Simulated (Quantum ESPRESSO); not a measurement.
## GaP (F-43m): the LO frequency by hand

Wanted: the LO mode of GaP (F-43m) from the TO mode and the field response.

Program: Quantum ESPRESSO 7.5. Level of theory: DFT LDA, scalar-relativistic, plane waves, PseudoDojo norm-conserving pseudopotentials. Results are calculated unless marked as measured.

### 1. The relaxed structure

It takes space group F-43m (No. 216, cubic). The conventional cell has a = 5.387 Å, b = 5.387 Å, c = 5.387 Å, α = 90.00°, β = 90.00°, γ = 90.00°. Nearest to Ga lie 4 P at 2.33 Å. Nearest to P lie 4 Ga at 2.33 Å. Farther neighbours are not listed.

As a file:

```
CELL_PARAMETERS angstrom
-2.69367 0.00000 2.69367
0.00000 2.69367 2.69367
-2.69367 2.69367 0.00000
ATOMIC_POSITIONS crystal
Ga 0.00000 0.00000 0.00000
P 0.25000 0.25000 0.25000
```

This is the cell after its relaxation at this level of theory, not the database cell from which that began.

### 2. What the response run gave

A linear-response run on the relaxed cell, with the response to an electric field; only its zone-centre results are used. Cutoff 80 Ry, k mesh 12×12×12.

Output:

```text
[banners, grids, parts of the stress and lines that vanish by symmetry left out]
Program PHONON v.7.5
     Reading xml data from directory:

[...]
Exchange-correlation= PW
                           (   1   4   0   0   0   0   0)
[...]
kinetic-energy cut-off    =      80.0000  Ry
     charge density cut-off    =     320.0000  Ry
     convergence threshold     =      1.0E-18
[...]
Exchange-correlation= PW
                           (   1   4   0   0   0   0   0)
[...]
q = (   0.0000000   0.0000000   0.0000000 )
     25 Sym.Ops. (with q -> -q+G )
     G cutoff =  840.1094  (  25605 G-vectors)     FFT grid: ( 45, 45, 45)
     number of k points=    72
[...]
Mode symmetry, T_d (-43m)  point group:
[...]
Dielectric constant
[...]
End of electric fields calculation
          Dielectric constant in cartesian axis
          (      10.790166751       0.000000000       0.000000000 )
          (       0.000000000      10.790166751      -0.000000000 )
          (      -0.000000000      -0.000000000      10.790166751 )
          Effective charges (d Force / dE) in cartesian axis without acoustic sum rule applied (asr)
           atom    1  Ga    Mean Z*:        2.04569
      Ex  (        2.04569        0.00000        0.00000 )
      Ey  (        0.00000        2.04569       -0.00000 )
      Ez  (        0.00000       -0.00000        2.04569 )
           atom    2  P     Mean Z*:       -2.05630
      Ex  (       -2.05630        0.00000       -0.00000 )
      Ey  (        0.00000       -2.05630        0.00000 )
      Ez  (       -0.00000        0.00000       -2.05630 )
          Effective charges Sum: Mean:       -0.01061
[...]
Effective charges (d Force / dE) in cartesian axis with asr applied:
           atom    1  Ga    Mean Z*:        2.05099
[...]
atom    2  P     Mean Z*:       -2.05099
[...]
Representation #   1 modes #   1   2   3
[...]
End of self-consistent calculation
     Convergence has been achieved
     Representation #   2 modes #   4   5   6
[...]
End of self-consistent calculation
     Convergence has been achieved
[...]
Dielectric constant in cartesian axis
          (      10.790166751       0.000000000       0.000000000 )
          (       0.000000000      10.790166751      -0.000000000 )
          (      -0.000000000      -0.000000000      10.790166751 )
          Effective charges (d Force / dE) in cartesian axis without acoustic sum rule applied (asr)
           atom    1  Ga    Mean Z*:        2.04569
      Ex  (        2.04569        0.00000        0.00000 )
      Ey  (        0.00000        2.04569       -0.00000 )
      Ez  (        0.00000       -0.00000        2.04569 )
           atom    2  P     Mean Z*:       -2.05630
      Ex  (       -2.05630        0.00000       -0.00000 )
      Ey  (        0.00000       -2.05630        0.00000 )
      Ez  (       -0.00000        0.00000       -2.05630 )
          Effective charges Sum: Mean:       -0.01061
[...]
Effective charges (d Force / dE) in cartesian axis with asr applied:
           atom    1  Ga    Mean Z*:        2.05099
[...]
atom    2  P     Mean Z*:       -2.05099
[...]
q = (    0.000000000   0.000000000   0.000000000 )
[...]
freq (    1) =      -0.068971 [THz] =      -2.300627 [cm-1]
     freq (    2) =      -0.068971 [THz] =      -2.300627 [cm-1]
     freq (    3) =      -0.068971 [THz] =      -2.300627 [cm-1]
     freq (    4) =      10.947369 [THz] =     365.164915 [cm-1]
     freq (    5) =      10.947369 [THz] =     365.164915 [cm-1]
     freq (    6) =      10.947369 [THz] =     365.164915 [cm-1]
[...]
Mode symmetry, T_d (-43m)  point group:
     freq (   1-   3) =         -2.3  [cm-1]   --> T_2  G_15 P_4   I+R
     freq (   4-   6) =        365.2  [cm-1]   --> T_2  G_15 P_4   I+R

   JOB DONE.
```

```tsv
quantity	value
cell volume Ω (Å³)	39.090
mass of Ga (u)	69.723
mass of P (u)	30.974
Born charge of Ga, raw (e)	2.046
Born charge of P, raw (e)	-2.056
ε∞	10.790
ω(TO) after the sum rule (cm⁻¹)	365.2
```

### 3. The calculation

The charges must sum to zero over the cell; taking off their mean, -0.005 e, leaves Z* = 2.051 e on Ga. In the polar mode Ga moves against P, so the reduced mass is μ = 69.72 × 30.97 / 100.70 = 21.446 u.

A longitudinal wave builds up a field that adds to the restoring force: ω(LO)² = ω(TO)² + 4π Z*² / (μ Ω ε∞), in Hartree atomic units. With μ = 39094 electron masses and Ω = 263.79 bohr³ the second term is 4.7505e-07 Ha², or 22883 cm⁻² (1 Ha = 219474.6 cm⁻¹).

So ω(LO) = √(133349 + 22883) = 395.3 cm⁻¹, and by the Lyddane-Sachs-Teller relation ε₀ = ε∞ (ω(LO)/ω(TO))² = 12.64.

### 4. Check against the program

The analysis program adds the same non-analytic term to the full matrix, here for q along (1 0 0).

Output:

```text
[banner, memory and clock lines left out]
Program DYNMAT v.7.5

     Reading Dynamical Matrix from file g.dyn
     ...Force constants read
     ...epsilon and Z* read

     Polarizability (A^3 units)
     multiply by 0.234555 for Clausius-Mossotti correction
        30.453838    0.000000   -0.000000
         0.000000   30.453838   -0.000000
         0.000000   -0.000000   30.453838

     IR activities are in (D/A)^2/amu units

# mode   [cm-1]    [THz]      IR
    1     -0.00   -0.0000    0.0000
    2     -0.00   -0.0000    0.0000
    3      0.00    0.0000    0.0000
    4    365.17   10.9474    4.5252
    5    365.17   10.9474    4.5252
    6    395.26   11.8496    4.5252
```

ε₀ comes from the program's run without a direction of q.

```tsv
quantity	by hand	program
ω(LO) (cm⁻¹)	395.3	395.3
ε₀	12.64	12.64
```

### 5. What came out

```
TO mode                    : 365.2 cm⁻¹
LO mode                    : 395.3 cm⁻¹
static dielectric constant : 12.64
```

**Reading.** The LO mode of GaP (F-43m) lies at 395 cm⁻¹, 30 cm⁻¹ above the TO mode; the formula meets the program within 0.1 cm⁻¹, as it must for a cubic crystal with one polar mode. ω(LO)² − ω(TO)² goes with Z*²/ε∞: an error of 5 % in ε∞ would move the LO mode by 1.4 cm⁻¹, and semilocal functionals tend to overestimate ε∞. These are harmonic values at zero temperature, at the volume of this functional, for the structure held cubic; stability elsewhere in the zone is no part of this calculation.

[Host names and launcher messages were left out of these logs when they were recorded.]

[Logs are printed without paths, hosts, clocks, repeated set-up lines and the standing remarks that a program may print on its own settings, such as how far it seeks lower states.]

[Hosts, paths, dates, database ids (printed as entryN), source tags and the programs' standing remarks are cut or masked in the printed files.]
